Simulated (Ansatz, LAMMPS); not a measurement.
# Structural relaxation of amorphous carbon (150 atoms), part 3 of 3

Wanted: the relaxed structure of amorphous carbon (150 atoms) and its electronic structure.

Ansatz 0.2.0; Kohn-Sham DFT, PBE, PAW (set soft_2), plane waves.

The cell: 150 C. The quench rate of 100 K/ps far exceeds what a furnace or splat quench reaches. The network of bonds at the start is that of the classical potential that made the cell. The Brillouin zone is sampled at Γ only, in a cell whose shortest periodic width is 10 Å.

So far. Step 4 (Relaxation): The relaxation changed the energy by -228 meV/atom, and atoms moved by 0.33 Å r.m.s., 1.0 Å at most.

## 6. Single point at the relaxed geometry

One more single point at the end of the walk gives the fuller output and checks the residual forces.

Input file input.yaml:

```yaml
crystal:
  lattice:
    - [10.0824, 0.0, 0.0]
    - [0.0, 10.0824, 0.0]
    - [0.0, 0.0, 10.0824]
  atoms:
    - { symbol: C, position: [0.18538, 0.25014, 0.68726] }
    - { symbol: C, position: [0.4212, 0.15946, 0.76589] }
    - { symbol: C, position: [0.03102, 0.2229, 0.33181] }
    - { symbol: C, position: [0.01843, 0.48323, 0.70087] }
    - { symbol: C, position: [0.06616, 0.26207, 0.46782] }
    - { symbol: C, position: [0.35948, 0.92112, 0.77805] }
    - { symbol: C, position: [0.50297, 0.53865, 0.89392] }
    - { symbol: C, position: [0.33444, 0.1862, 0.33814] }
    - { symbol: C, position: [0.10804, 0.24285, 0.96773] }
    - { symbol: C, position: [0.64067, 0.76536, 0.06542] }
    - { symbol: C, position: [0.84613, 0.5066, 0.39954] }
    - { symbol: C, position: [0.01645, 0.98405, 0.97786] }
    - { symbol: C, position: [0.6757, 0.73478, 0.92201] }
    - { symbol: C, position: [0.3654, 0.84081, 0.04642] }
    - { symbol: C, position: [0.00165, 0.83282, 0.4866] }
    - { symbol: C, position: [0.64296, 0.80598, 0.33705] }
    - { symbol: C, position: [0.20818, 0.61442, 0.73549] }
    - { symbol: C, position: [0.72115, 0.71407, 0.59275] }
    - { symbol: C, position: [0.86965, 0.47699, 0.9275] }
    - { symbol: C, position: [0.22834, 0.15552, 0.94584] }
    - { symbol: C, position: [0.61672, 0.35688, 0.00031] }
    - { symbol: C, position: [0.18421, 0.00985, 0.95864] }
    - { symbol: C, position: [0.88367, 0.27349, 0.30063] }
    - { symbol: C, position: [0.82143, 0.27632, 0.15856] }
    - { symbol: C, position: [0.67352, 0.485, 0.05102] }
    - { symbol: C, position: [0.00949, 0.46315, 0.86803] }
    - { symbol: C, position: [0.90858, 0.01395, 0.09886] }
    - { symbol: C, position: [0.46304, 0.03951, 0.09294] }
    - { symbol: C, position: [0.0493, 0.22559, 0.0941] }
    - { symbol: C, position: [0.17451, 0.23278, 0.53872] }
    - { symbol: C, position: [0.9538, 0.59201, 0.45939] }
    - { symbol: C, position: [0.26572, 0.45676, 0.08] }
    [... 112 atom lines left out ...]
    - { symbol: C, position: [0.44439, 0.44566, 0.49661] }
    - { symbol: C, position: [0.80557, 0.61755, 0.63947] }
    - { symbol: C, position: [0.51793, 0.7481, 0.71182] }
    - { symbol: C, position: [0.32073, 0.36299, 0.83946] }
    - { symbol: C, position: [0.03438, 0.74883, 0.61666] }
    - { symbol: C, position: [0.86104, 0.37138, 0.40919] }
kpoints:
  mp_grid: { grid: [1, 1, 1] }
hamiltonian:
  xc: pbe
scf:
  occupations: { method: gaussian, width: 0.05 }
output:
  forces: true
  stress: true
  populations: true
  dos:
    method: { smearing: { sigma: 0.1 } }
    de: 0.1
    projected: { site_lists: { C: [C] } }
  eigenvalues: true
  write_density: true
  write_potential: true
  volumetric_format: npy
```

Started as:

```bash
$ ansatz run input.yaml --threads 4 --pin off --max-ram 8192MiB --backend cpu --events-out ev --progress --plain --runs-dir out
```

Numbers of over 12 decimals in the logs are rounded to 6 here.

The program printed:

```text
[...]
Crystal: 150 atoms, lattice volume = 1024.924 Å³
Basis set: ecut = 420 eV, 20005 PW (Γ), exchange–correlation on 144×144×144 points (8 copies of the dense FFT grid, shifted against one another)
Bands: 450, of which v1, the nominal top of the filled ones, is band 300 counted from 1 (299 counted from 0)
Symmetry: 1 space group operations
[...]
k-points: 1
[...]
SCF iter   1: F=—  HF=-37526.520804 eV  |F-HF|=—  |Δ(HF+E_count)|=         —  Δρ=1.69e-2  dr2=6.82e0  ethr=1.77e-3  ⟨swp⟩=6.0  Hψ=1839  notcnv=0  defer=116
[...]
SCF iter   9: F=-37525.467897 eV  HF=-37525.467897 eV  |F-HF|=2.69e-9  |Δ(HF+E_count)|=   3.03e-8  Δρ=7.87e-7  dr2=9.60e-9  ethr=1.67e-11  ⟨swp⟩=21.0  Hψ=3567  notcnv=0
SCF 1 converged in 9 iterations: F = -37525.467897 eV  dr2 = 9.60e-9
[...]
SCF converged after 9 iterations
Free energy (F): -37525.467897 eV
[...]
Internal energy: -37525.464200 eV  (E = F + TS)
E sigma→0 (E₀):  -37525.466049 eV
Entropy (-TS):   -0.003697 eV (-0.025 meV/atom)
Fermi energy:    10.798123 eV
[...]
--- Forces (eV/Å), atoms counted from 1 ---
  atom   1  C     -0.00310623    -0.00022568     0.00321032
  atom   2  C     -0.00288834     0.00173810     0.00296718
  atom   3  C     -0.00394896     0.00066506     0.00124618
  atom   4  C     -0.00062259     0.00149085     0.00003109
  atom   5  C      0.00530233     0.00106471     0.01092138
  atom   6  C     -0.00186833     0.00088470     0.00351386
  atom   7  C     -0.00836063     0.00259012    -0.00326987
  atom   8  C     -0.00224618     0.00286789    -0.00103214
  atom   9  C      0.00134133    -0.00123868     0.00350161
  atom  10  C     -0.00345416    -0.00241045     0.00566441
  atom  11  C     -0.00819615     0.01379971    -0.00800507
  atom  12  C     -0.00089310     0.00095356     0.00094693
  atom  13  C      0.00413061    -0.00349038    -0.00248867
  atom  14  C      0.02457078    -0.00689716    -0.00280463
[...]
atom 149  C     -0.00237374    -0.00326475    -0.00029239
  atom 150  C      0.00019470    -0.01288797     0.00033946
  max |Σ_I F_I| component: 4.18e-5 eV/Å
--- Stress (GPa, compression-positive) ---
       -7.822010      -0.423067      -6.540852
       -0.423067      -3.713338       5.889158
       -6.540852       5.889158      -3.866089
  P = ⅓ Tr σ = -5.1338 GPa (-51.338 kbar)
--- Band table (eV) ---
[...]
--- Löwdin populations: 150 sites ---
  site symbol       q [e]
     0      C      3.9897
     1      C      3.9782
     2      C      3.9857
[...]
149      C      4.0300
  spilling = 0.005722 (of n_electrons = 600.000000)
```

Run time: 19 s. Hardware: 4 threads of Arm Neoverse V2, shared host; peak memory 1.6 GiB; 74 s of CPU time.

The run gave:

| Property | Result |
| --- | --- |
| free energy | -37525.4679 eV |
| free energy per atom | -250.1698 eV/atom |
| SCF cycles | 9 |
| pressure | -5.134 GPa |
| r.m.s. force component | 0.00462 eV/Å |
| longest force | 0.0262 eV/Å |
| Fermi energy | 10.8 eV |
| gap (highest filled to lowest empty level) | 0.1651 eV |
| spilling of the projection | 0.005722 |

The mean of these charges, 0.023 e, is only the charge that the projection spills.

Löwdin charges by element and coordination (they lack the spilled electrons, 0.023 e an atom on average):

```csv
element,coordination,atoms,mean charge (e),spread,least,most
C,all,150,0.0229,0.0247,-0.0576,0.0877
C,3,64,0.0146,0.0314,-0.0576,0.0877
C,4,86,0.029,0.0156,-0.0273,0.0555
```

States in the cell by windows of 1 eV, zero at the Fermi level; the larger projections on atomic orbitals stand beside the total:

```csv
from (eV),to (eV),total,C p,C s
-14,-13,21.3,11.8,9.4
-13,-12,22.8,13.7,9.0
-12,-11,26.1,17.5,8.4
-11,-10,32.7,24.1,8.4
-10,-9,32.8,26.8,5.8
-9,-8,39.3,33.9,5.2
-8,-7,43.1,38.5,4.4
-7,-6,45.0,41.2,3.7
-6,-5,50.0,46.5,3.3
-5,-4,48.2,45.4,2.6
-4,-3,43.8,41.6,2.1
-3,-2,27.7,26.3,1.3
-2,-1,19.4,18.3,1.0
-1,0,14.3,13.3,0.8
0,1,8.4,7.6,0.6
1,2,18.5,16.3,1.6
2,3,21.4,18.2,2.4
3,4,22.6,17.8,3.6
4,5,32.2,23.2,6.7
```

Between -22 and -14 eV lie 133 more states.

The levels nearest the highest filled one (over half full), pooled over k-points and spins:

```csv
level less the highest filled one (eV),occupation
-0.649,2
-0.570,2
-0.452,2
-0.315,2
-0.251,2
0,1.98
0.165,0.02
0.317,0
0.601,0
0.978,0
1.13,0
1.25,0
```

Valence density in the ac plane at fractional y = 0.243, with atoms of C within 0.2 Å of it. It is the smooth field of the valence electrons, not physical close to the nuclei.

Ten even steps from '_' (0.1 e/Å³) to '@' (2.0 e/Å³), each cell a mean:
```
..==%%%%##==::::::::..................__________________
::++%%%%++--::......______....::----::............______
::==++--::....::--::______..::==**##**======++--..______
::==--..____::++**++::..__....--++****++**%%%%++..____..
==**==::....--**##**--::........::::::--++####==..____..
**%%##==----==++==--::::::::::....____..::====::..____::
##%%%%%%%%##**==::....::==****--..________......____..--
====++**%%%%**--..____::++%%%%**--::..______________..::
......::**%%++..____..::++####**==----::..__________....
____..::**%%==::....::--------::::--====::..__....::::..
::::--**%%%%**==--====--....____..::++##**--::::==++==--
++**##@@@@%%####****==::__________::++%%##==----++**++==
++%%@@%%++----++++++--..________..==####==::..::--------
==%%##==..__..::--==::__________--**##++::____..........
**%%**::______..::--::..______..--%%%%++::____..::::::::
##%%++::______..--==--..________::**##++::__..--****++++
##%%**--..__..::==++--..________..--==--..__..==%%##****
--++##**==--==**##++::____________::====::....==**++--::
..--##%%##**######==..__________..--**##++----====--..__
::++%%%%**==++****--..______..::--**%%%%%%##****++::..__
==%%@@**::..::--++--..____..--++********++++**##**--::::
##%%%%==..__..--++**==::::--**##++--::::....::==++==--==
++##%%++::__..--##%%##==--==++==::....________..::------
::++@@%%==::::--****++------::....______________........
```
Columns run along a (10.1 Å), rows up along c (10.1 Å). Atoms in or near the plane, at fractional coordinates: C at (0.19, 0.69), C at (0.07, 0.47), C at (0.11, 0.97), C at (0.05, 0.09), C at (0.17, 0.54), C at (0.78, 0.83), C at (0.27, 0.21), C at (0.68, 0.18), C at (0.05, 0.74), C at (0.12, 0.21), C at (0.49, 0.67), C at (0.32, 0.05).

Electrostatic potential energy in the ac plane at fractional y = 0.243, with atoms of C within 0.2 Å of it. With pseudopotentials it is smooth inside the atoms' cores, unlike the true potential.

Ten even steps from '_' (-55 eV) to '@' (13 eV), each cell a mean:
```
@@**..__::%%%%%%%%%%@@@@@@@@@@@@@@@@@@@@@@@@@@@@@@@@@@@@
@@##==::++%%%%@@@@@@@@@@@@@@@@%%%%##%%@@@@@@@@@@@@@@@@@@
@@####%%@@@@@@%%%%%%@@@@@@@@%%%%##--==##%%****%%@@@@@@@@
%%%%%%@@@@@@%%++==**%%@@@@@@@@%%##====##++....**@@@@@@@@
##**##@@@@@@%%==..==%%@@@@@@@@@@%%%%%%%%**....**@@@@@@@@
--__::##%%##%%##**##%%%%%%%%%%@@@@@@@@@@%%####%%@@@@@@%%
::__::**==..==%%@@@@@@@@##++++##@@@@@@@@@@@@@@@@@@@@@@%%
##**####::__::##@@@@@@@@++____==%%%%@@@@@@@@@@@@@@@@@@@@
@@@@@@%%**==**%%@@@@@@%%**::::++%%##%%@@@@@@@@@@@@@@@@@@
@@@@@@%%**++##@@@@@@%%%%%%%%%%%%%%%%%%%%%%@@@@@@@@@@@@@@
@@%%%%**..__==%%####%%%%@@@@@@@@@@%%**--==##@@%%%%####%%
##====++::..++**--==##@@@@@@@@@@@@@@++..::##%%%%####**##
**..__==####%%##--==%%@@@@@@@@@@@@%%##****%%@@%%%%%%%%%%
##==--##@@@@@@@@%%%%@@@@@@@@@@@@##----**%%@@@@@@@@@@@@%%
**++##@@@@@@@@@@%%%%%%@@@@@@@@@@##::..**@@@@@@@@%%%%%%%%
..__++%%@@@@@@@@##++##@@@@@@@@@@%%****%%@@@@@@%%++++##**
::::++%%@@@@@@%%%%##%%@@@@@@@@@@@@%%%%%%@@@@@@**....++##
%%##**==**%%##==++##@@@@@@@@@@@@@@@@%%%%%%@@@@##++==##%%
@@##::__::##==____**@@@@@@@@@@@@@@%%==::++%%######%%@@@@
@@##==::==%%**----##@@@@@@@@@@%%%%**..__--##--::++%%@@@@
**--==##%%@@@@%%%%%%@@@@@@@@##++++##++--**##==::**%%@@%%
--__::##@@@@@@%%++--**%%@@%%##==++%%%%%%@@@@%%######%%%%
**--==##@@@@@@##..__--%%%%####%%%%@@@@@@@@@@@@@@%%##%%%%
@@##==--**%%@@%%==::++%%%%##%%@@@@@@@@@@@@@@@@@@@@@@@@@@
```
Columns run along a (10.1 Å; values clipped at the 3rd and 97th percentile), rows up along c (10.1 Å). Atoms in or near the plane, at fractional coordinates: C at (0.19, 0.69), C at (0.07, 0.47), C at (0.11, 0.97), C at (0.05, 0.09), C at (0.17, 0.54), C at (0.78, 0.83), C at (0.27, 0.21), C at (0.68, 0.18), C at (0.05, 0.74), C at (0.12, 0.21), C at (0.49, 0.67), C at (0.32, 0.05).

Löwdin charges run from -0.06 to +0.09 e, about a mean that is the spilled charge alone. Within 0.4 eV of the Fermi level the largest share is C p (94 % of the projected weight).

A closer look about C8, whose charge lies farthest from its element's mean: 10 atoms, nearest first, numbered in the order of the input, with positions taken from that point.

```
atom      x      y      z  distance (Å)  bonds  Löwdin charge (e)
  C8   0.00   0.00   0.00          0.00      3              -0.06
 C80   0.87  -1.02  -0.05          1.35      3               0.05
C135  -0.28   0.18   1.53          1.57      4               0.04
 C55  -0.63   0.73  -1.25          1.58      4               0.03
 C89   0.70  -2.04   1.06          2.40      4               0.04
 C97  -0.17  -1.38   2.15          2.56      4               0.03
C118  -2.20   0.44  -1.27          2.57      3               0.03
 C54   1.28  -1.96  -1.08          2.58      4               0.02
 C77  -0.08   2.27  -1.31          2.62      4               0.05
 C30  -1.61   0.47   2.02          2.63      3               0.00
```

The column of bonds counts only the pairs C-C within 1.85 Å; other neighbours, such as metal atoms beside each other in a compound, aren't counted, and periodic images can show an atom twice.

## 7. Changed: hamiltonian.xc = "rpbe"

This functional strengthens the gradient correction of exchange, which tends to weaken binding against PBE. Changed here: hamiltonian.xc = "rpbe".

This step: Kohn-Sham DFT, RPBE, PAW (set soft_2), plane waves (Ansatz 0.2.0).

input.yaml, the sections that differ from step 6:

```yaml
crystal:
  lattice:
    - [10.0824, 0.0, 0.0]
    - [0.0, 10.0824, 0.0]
    - [0.0, 0.0, 10.0824]
  atoms:
    [... the 150 atom lines of step 3 ...]
hamiltonian:
  xc: rpbe
output:
  forces: true
  stress: true
  populations: intrinsic
  dos:
    method: { smearing: { sigma: 0.08 } }
    de: 0.1
    projected: { site_lists: { C: [C] } }
  eigenvalues: true
# kpoints, scf: as in step 6
```

The program printed:

```text
[...]
Crystal: 150 atoms, lattice volume = 1024.924 Å³
Basis set: ecut = 420 eV, 20005 PW (Γ), exchange–correlation on 144×144×144 points (8 copies of the dense FFT grid, shifted against one another)
Bands: 450, of which v1, the nominal top of the filled ones, is band 300 counted from 1 (299 counted from 0)
Symmetry: 1 space group operations
[...]
k-points: 1
[...]
SCF iter   1: F=—  HF=-37680.640195 eV  |F-HF|=—  |Δ(HF+E_count)|=         —  Δρ=1.73e-2  dr2=4.83e0  ethr=1.77e-3  ⟨swp⟩=6.0  Hψ=1826  notcnv=0  defer=115
[...]
SCF iter   8: F=—  HF=-37680.026511 eV  |F-HF|=—  |Δ(HF+E_count)|=   5.39e-6  Δρ=5.96e-6  dr2=6.30e-7  ethr=7.45e-10  ⟨swp⟩=2.0  Hψ=613  notcnv=0  defer=138
SCF iter   9: F=-37680.026512 eV  HF=-37680.026512 eV  |F-HF|=4.43e-8  |Δ(HF+E_count)|=   6.61e-7  Δρ=1.91e-6  dr2=6.72e-8  ethr=1.67e-11  ⟨swp⟩=18.0  Hψ=2798  notcnv=0
SCF 1 converged in 9 iterations: F = -37680.026512 eV  dr2 = 6.72e-8
[...]
SCF converged after 9 iterations
Free energy (F): -37680.026512 eV
[...]
Internal energy: -37679.991087 eV  (E = F + TS)
E sigma→0 (E₀):  -37680.008800 eV
Entropy (-TS):   -0.035425 eV (-0.236 meV/atom)
Fermi energy:    10.929733 eV
[...]
Σ components = -37680.026512   (vs F -37680.026512, Δ=0.00e0)
--- Forces (eV/Å), atoms counted from 1 ---
  atom   1  C      1.32257151     1.13856606     0.38947597
  atom   2  C      0.57948089    -0.31600790     0.35351725
  atom   3  C     -0.95717830     1.15134517     0.64423180
  atom   4  C     -0.26243454     0.28101706     0.90935011
[...]
atom 150  C      1.35986187     0.56566494    -1.36493424
  max |Σ_I F_I| component: 1.05e-4 eV/Å
--- Stress (GPa, compression-positive) ---
        6.634583       2.388699      -7.191991
        2.388699       9.257412       0.429549
       -7.191991       0.429549       5.958134
  P = ⅓ Tr σ = 7.2834 GPa (72.834 kbar)
--- Band table (eV) ---
[...]
--- intrinsic populations: 150 sites ---
  site symbol       q [e]
     0      C      3.9958
     1      C      3.9954
     2      C      4.0861
[...]
149      C      4.0552
  spilling = 0.000000 (of n_electrons = 600.000000)
```

Wall time 19 s (4 threads); peak memory 1.6 GiB.

Geometry and reference: those of the single point at the start.

Forces differ from those of the single point at the start by 25 meV/Å r.m.s., 1.9 % of their size; the pressure by +5.0 GPa. It took 1.0 times the reference's time (shared host, so rough).

## 8. Results

- energy change in the relaxation: -228.2 meV/atom
- r.m.s. displacement: 0.327 Å
- largest displacement: 1.001 Å
- free energy per atom: -250.1698 eV/atom
- pressure: -5.134 GPa
- r.m.s. force component: 0.00462 eV/Å
- gap (highest filled to lowest empty level): 0.1651 eV
- wall time of the 4 DFT runs: 8.2 min

Relaxation lowers the energy by 228 meV/atom and moves atoms by 0.33 Å r.m.s.; the r.m.s. force component goes from 1.3 to 0.0046 eV/Å, the pressure goes from 2.3 to -5.1 GPa. By the final cutoffs 3 of 247 bonded pairs parted and 24 joined. First to last step the energy falls by 34.234 eV; the largest move, 1.00 Å, is that of C121. The C-C bonds go from 1.501 Å (spread 0.055) to 1.539 Å (spread 0.091), and their number from 247 to 268. With the cutoffs above, 57 % of C atoms have 4 bonded neighbours. Read as hybridisation, 57 % of the carbon is sp3 and 43 % sp2. Between filled and empty levels lie 0.165 eV (at Γ alone); a semilocal functional tends to put such gaps too low. In a disordered cell it changes from sample to sample, and tail or defect levels can set it.

Caveats: The network of bonds at the start is that of the classical potential that made the cell; in DFT 3 of its 247 bonded pairs passed out of the cutoffs and 24 came within them. The stress is far from hydrostatic: its diagonal is -7.8, -3.7, -3.9 GPa, compression counted positive. The pressure of -5.1 GPa shows the cell to be stretched for this functional.

[Logs are printed without paths, hosts, clocks, repeated set-up lines and the standing remarks that a program may print on its own settings, such as how far it seeks lower states.]

[Hosts, paths, dates, database ids (printed as entryN), source tags and the programs' standing remarks are cut or masked in the printed files.]
